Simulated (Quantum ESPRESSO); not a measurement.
# ZrSi3 (Pm-3m): zone-centre phonons, part 3 of 3

Which modes does ZrSi3 (Pm-3m) have at the zone centre?

Quantum ESPRESSO 7.5; DFT PBE, scalar-relativistic, plane waves, SPMS norm-conserving pseudopotentials.

So far. Step 5 (Zone-centre response): The acoustic modes at Γ come out as far as 0.7 cm⁻¹ from zero, where they should vanish, a small numerical error. The lowest optical mode is imaginary, 111i cm⁻¹, an instability at this level and on this k mesh. Step 6 (Modes with the sum rule): The rule moves no optical mode by more than 0.1 cm⁻¹.

The structure was built from a prototype and need not be the compound's stable phase.

### 8. Check by a frozen phonon

The atoms are moved along one mode, by 0.015 Å at most in any Cartesian component, and the restoring forces give its frequency without the response code: a check of the response kernel of this functional.

Input file frozen.in:

```
 &control
    calculation='scf',
    prefix='x',
    outdir='./tmp',
    pseudo_dir='./pseudo',
    tprnfor=.true.,
 /
 &system
    ibrav=1,
    celldm(1)=7.54526724,
    nat=4,
    ntyp=2,
    ecutwfc=60.0,
    occupations='smearing',
    smearing='mv',
    degauss=0.02,
 /
 &electrons
    conv_thr=1.0d-11,
    mixing_beta=0.7,
    electron_maxstep=100,
 /
ATOMIC_SPECIES
 Zr     91.2240  Zr.upf
 Si     28.0850  Si.upf
ATOMIC_POSITIONS crystal
 Zr    -0.000977228  -0.000246216   0.000000716
 Si     0.003756778   0.499926473   0.500000000
 Si     0.499708470   0.000946397   0.500000000
 Si     0.499708470   0.499926473  -0.000002580
K_POINTS automatic
 10 10 10 0 0 0
```

Started as:

```
OMP_NUM_THREADS=1 mpirun -n 4 pw.x -nk 4 -in frozen.in > frozen.out
```

Log:

```text
[banner, memory and clock lines left out]
Program PWSCF v.7.5

     G-vector sticks info

     bravais-lattice index     =            1
     lattice parameter (alat)  =       7.5453  a.u.
     unit-cell volume          =     429.5600 (a.u.)^3
     number of atoms/cell      =            4
     number of atomic types    =            2
     number of electrons       =        24.00
     number of Kohn-Sham states=           16
     kinetic-energy cutoff     =      60.0000  Ry
     charge density cutoff     =     240.0000  Ry
     scf convergence threshold =      1.0E-11
     mixing beta               =       0.7000
     number of iterations used =            8  plain     mixing
     Exchange-correlation= PBE
                           (   1   4   3   4   0   0   0)

     celldm(1)=   7.545267  celldm(2)=   0.000000  celldm(3)=   0.000000
     celldm(4)=   0.000000  celldm(5)=   0.000000  celldm(6)=   0.000000

     crystal axes: (cart. coord. in units of alat)
               a(1) = (   1.000000   0.000000   0.000000 )
               a(2) = (   0.000000   1.000000   0.000000 )
               a(3) = (   0.000000   0.000000   1.000000 )

     reciprocal axes: (cart. coord. in units 2 pi/alat)
               b(1) = (  1.000000  0.000000  0.000000 )
               b(2) = (  0.000000  1.000000  0.000000 )
               b(3) = (  0.000000  0.000000  1.000000 )

     PseudoPot. # 1 for Zr read from file:
     ./pseudo/Zr.upf
     Pseudo is Norm-conserving + core correction, Zval = 12.0
     Using radial grid of 1612 points,  6 beta functions with:
                l(1) =   0
                l(2) =   0
                l(3) =   1
                l(4) =   1
                l(5) =   2
                l(6) =   2

     PseudoPot. # 2 for Si read from file:
     ./pseudo/Si.upf
     Pseudo is Norm-conserving + core correction, Zval =  4.0
     Using radial grid of 1524 points,  6 beta functions with:
                l(1) =   0
                l(2) =   0
                l(3) =   1
                l(4) =   1
                l(5) =   2
                l(6) =   2

     atomic species   valence    mass     pseudopotential
     Zr               12.00    91.22400     Zr( 1.00)
     Si                4.00    28.08500     Si( 1.00)

      2 Sym. Ops. (no inversion) found

   Cartesian axes

     site n.     atom                  positions (alat units)
         1        Zr     tau(   1) = (  -0.0009772  -0.0002462   0.0000007  )
         2        Si     tau(   2) = (   0.0037568   0.4999265   0.5000000  )
         3        Si     tau(   3) = (   0.4997085   0.0009464   0.5000000  )
         4        Si     tau(   4) = (   0.4997085   0.4999265  -0.0000026  )

     number of k points=   312  Marzari-Vanderbilt smearing, width (Ry)=  0.0200

     Number of k-points >= 100: set verbosity='high' to print them.

     Dense  grid:    27081 G-vectors     FFT dimensions: (  40,  40,  40)

     Initial potential from superposition of free atoms

     starting charge      23.9958, renormalised to      24.0000
     Starting wfcs are   22 randomized atomic wfcs

     per-process dynamical memory:    87.2 Mb

     Self-consistent Calculation

     iteration #  1     ecut=    60.00 Ry     beta= 0.70
     Davidson diagonalization with overlap
     ethr =  1.00E-02,  avg # of iterations =  3.0

     Threshold (ethr) on eigenvalues was too large:
     Diagonalizing with lowered threshold

     Davidson diagonalization with overlap
     ethr =  1.34E-04,  avg # of iterations =  5.5

     total energy              =    -127.30496774 Ry
     estimated scf accuracy    <       0.03642590 Ry

     iteration #  2     ecut=    60.00 Ry     beta= 0.70
     Davidson diagonalization with overlap
     ethr =  1.52E-04,  avg # of iterations =  2.1

     total energy              =    -127.30934809 Ry
     estimated scf accuracy    <       0.00140515 Ry

     iteration #  3     ecut=    60.00 Ry     beta= 0.70
     Davidson diagonalization with overlap
     ethr =  5.85E-06,  avg # of iterations =  5.6

     total energy              =    -127.30956299 Ry
     estimated scf accuracy    <       0.00013038 Ry

     iteration #  4     ecut=    60.00 Ry     beta= 0.70
     Davidson diagonalization with overlap
     ethr =  5.43E-07,  avg # of iterations =  4.6

     total energy              =    -127.30957464 Ry
     estimated scf accuracy    <       0.00022860 Ry

     iteration #  5     ecut=    60.00 Ry     beta= 0.70
     Davidson diagonalization with overlap
     ethr =  5.43E-07,  avg # of iterations =  2.7

     total energy              =    -127.30961564 Ry
     estimated scf accuracy    <       0.00000055 Ry

     iteration #  6     ecut=    60.00 Ry     beta= 0.70
     Davidson diagonalization with overlap
     ethr =  2.27E-09,  avg # of iterations =  6.2

     total energy              =    -127.30961680 Ry
     estimated scf accuracy    <       0.00000193 Ry

     iteration #  7     ecut=    60.00 Ry     beta= 0.70
     Davidson diagonalization with overlap
     ethr =  2.27E-09,  avg # of iterations =  3.3

     total energy              =    -127.30961709 Ry
     estimated scf accuracy    <       0.00000003 Ry

     iteration #  8     ecut=    60.00 Ry     beta= 0.70
     Davidson diagonalization with overlap
     ethr =  1.08E-10,  avg # of iterations =  4.6

     total energy              =    -127.30961709 Ry
     estimated scf accuracy    <       0.00000003 Ry

     iteration #  9     ecut=    60.00 Ry     beta= 0.70
     Davidson diagonalization with overlap
     ethr =  1.08E-10,  avg # of iterations =  2.6

     total energy              =    -127.30961710 Ry
     estimated scf accuracy    <          1.4E-09 Ry

     iteration # 10     ecut=    60.00 Ry     beta= 0.70
     Davidson diagonalization with overlap
     ethr =  6.00E-12,  avg # of iterations =  2.5

     total energy              =    -127.30961710 Ry
     estimated scf accuracy    <          3.1E-10 Ry

     iteration # 11     ecut=    60.00 Ry     beta= 0.70
     Davidson diagonalization with overlap
     ethr =  1.31E-12,  avg # of iterations =  1.9

     total energy              =    -127.30961710 Ry
     estimated scf accuracy    <          1.1E-10 Ry

     iteration # 12     ecut=    60.00 Ry     beta= 0.70
     Davidson diagonalization with overlap
     ethr =  4.38E-13,  avg # of iterations =  2.6

     End of self-consistent calculation

     Number of k-points >= 100: set verbosity='high' to print the bands.

     the Fermi energy is    12.8170 ev

!    total energy              =    -127.30961710 Ry
     estimated scf accuracy    <          5.0E-12 Ry
     smearing contrib. (-TS)   =       0.00023373 Ry
     internal energy E=F+TS    =    -127.30985083 Ry

     The total energy is F=E-TS. E is the sum of the following terms:
     one-electron contribution =     -15.69011385 Ry
     hartree contribution      =      19.82632908 Ry
     xc contribution           =     -29.60085354 Ry
     ewald contribution        =    -101.84521251 Ry

     convergence has been achieved in  12 iterations

     Forces acting on atoms (cartesian axes, Ry/au):

     atom    1 type  1   force =    -0.00063026   -0.00015883    0.00000000
     atom    2 type  2   force =     0.00074591   -0.00001434    0.00000000
     atom    3 type  2   force =    -0.00005777    0.00018792    0.00000000
     atom    4 type  2   force =    -0.00005789   -0.00001475    0.00000000

     Total force =     0.001011     Total SCF correction =     0.000001

     XML data file, charge density, pseudopotentials, collected wavefunctions
```

It took 88 s on 4 MPI ranks of Arm Neoverse V1, shared host; 5.9 min of CPU time.

Numbers from this step:

```
frequency from the forces      : -111.3 cm⁻¹
frequency from linear response : -111.3 cm⁻¹
```

The forces give -111.3 cm⁻¹ against -111.3 cm⁻¹ from linear response after the sum rule.

### 9. Sum rules set otherwise: a sum rule for molecules or wires on a crystal

This rule also removes rotations, which suits wires and not a crystal; it is tried to see the harm.

Input file dynmat.in:

```
 &input
    fildyn='g.dyn',
    asr='one-dim',
    fileig='dynmat.eig',
 /
```

Started as:

```
dynmat.x -in dynmat.in > dynmat.out
```

Log:

```text
[banner, memory and clock lines left out]
Program DYNMAT v.7.5

     Reading Dynamical Matrix from file g.dyn
     ...Force constants read
     ...epsilon and Z* not read (not found on file)
asr rotation axis in 1D system=    3
     Acoustic Sum Rule: || Z*(ASR) - Z*(orig)|| =    0.000000E+00
     Acoustic Sum Rule: ||dyn(ASR) - dyn(orig)||=    1.539187E-01
     A direction for q was not specified:TO-LO splitting will be absent

     Polarizability (A^3 units)
     multiply by 1.000000 for Clausius-Mossotti correction
         0.000000    0.000000    0.000000
         0.000000    0.000000    0.000000
         0.000000    0.000000    0.000000

     IR activities are in (D/A)^2/amu units

# mode   [cm-1]    [THz]      IR
    1   -111.33   -3.3377    0.0000
    2   -111.33   -3.3377    0.0000
    3     -0.00   -0.0000    0.0000
    4      0.00    0.0000    0.0000
    5      0.00    0.0000    0.0000
    6      0.00    0.0000    0.0000
    7    132.99    3.9869    0.0000
    8    252.21    7.5610    0.0000
    9    252.21    7.5610    0.0000
   10    263.53    7.9006    0.0000
   11    263.53    7.9006    0.0000
   12    275.83    8.2691    0.0000

[end of the log left out, with the tail of the file of modes that dynmat.x writes under the same name]
```

Run time: 0.45 s. Hardware: 1 thread.

The run ended normally, but on settings that are not sound.

The fault: a sum rule for molecules or wires on a crystal; 1 optical mode is projected out to zero frequency, as if it were a rotation.

For a crystal the rule has to be 'simple' or 'crystal'.

Zone-centre frequencies as printed; negative means imaginary. Modes:

```tsv
mode	frequency (cm⁻¹)
1	-111.3
2	-111.3
3	0
4	0
5	0
6	0
7	133
8	252.2
9	252.2
10	263.5
11	263.5
12	275.8
```

### 10. Sum rules set otherwise (asr no)

Without the rule the raw error of the acoustic modes shows.

Input file dynmat.in:

```
 &input
    fildyn='g.dyn',
    asr='no',
    fileig='dynmat.eig',
 /
```

Started as:

```
dynmat.x -in dynmat.in > dynmat.out
```

Log:

```text
[banner, memory and clock lines left out]
Program DYNMAT v.7.5

     Reading Dynamical Matrix from file g.dyn
     ...Force constants read
     ...epsilon and Z* not read (not found on file)
     A direction for q was not specified:TO-LO splitting will be absent

     Polarizability (A^3 units)
     multiply by 1.000000 for Clausius-Mossotti correction
         0.000000    0.000000    0.000000
         0.000000    0.000000    0.000000
         0.000000    0.000000    0.000000

     IR activities are in (D/A)^2/amu units

# mode   [cm-1]    [THz]      IR
    1   -111.33   -3.3377    0.0000
    2   -111.33   -3.3377    0.0000
    3   -111.33   -3.3377    0.0000
    4      0.74    0.0221    0.0000
    5      0.74    0.0221    0.0000
    6      0.74    0.0221    0.0000
    7    252.21    7.5610    0.0000
    8    252.21    7.5610    0.0000
    9    252.21    7.5610    0.0000
   10    263.53    7.9005    0.0000
   11    263.53    7.9005    0.0000
   12    263.53    7.9005    0.0000

[end of the log left out, with the tail of the file of modes that dynmat.x writes under the same name]
```

Run time: 0.45 s. Hardware: 1 thread.

Zone-centre frequencies as printed; negative means imaginary. Modes:

```tsv
mode	frequency (cm⁻¹)
1	-111.3
2	-111.3
3	-111.3
4	0.74
5	0.74
6	0.74
7	252.2
8	252.2
9	252.2
10	263.5
11	263.5
12	263.5
```

Against the first rule no mode moves by more than 0.8 cm⁻¹.

### 11. Summary of results

```yaml
space_group_after_relaxation: Pm-3m
volume_per_atom: 15.9 Å³
highest_optical_zone_centre_mode_no_lo_to_term: 263.5 cm⁻¹
lowest_optical_zone_centre_mode: -111.3 cm⁻¹
imaginary_optical_modes_at_the_zone_centre_no_q_mesh_in_this_session: yes
```

What this shows: At the PBE level the optical modes of ZrSi3 (Pm-3m) at the zone centre run from 111i to 264 cm⁻¹, so the structure is a saddle point, with 3 modes beyond 10i cm⁻¹ there. Of the 9 optical modes, 6 are infrared active alone and 3 are silent. These are harmonic frequencies at zero temperature: anharmonic shifts and linewidths and thermal expansion are left out. In a metal the frequencies hang on the k mesh and the smearing, most of all near Kohn anomalies. The structure is a hypothetical one, built on a prototype.

[Host names and launcher messages were left out of these logs when they were recorded.]

[Logs are printed without paths, hosts, clocks, repeated set-up lines and the standing remarks that a program may print on its own settings, such as how far it seeks lower states.]

[Hosts, paths, dates, database ids (printed as entryN), source tags and the programs' standing remarks are cut or masked in the printed files.]
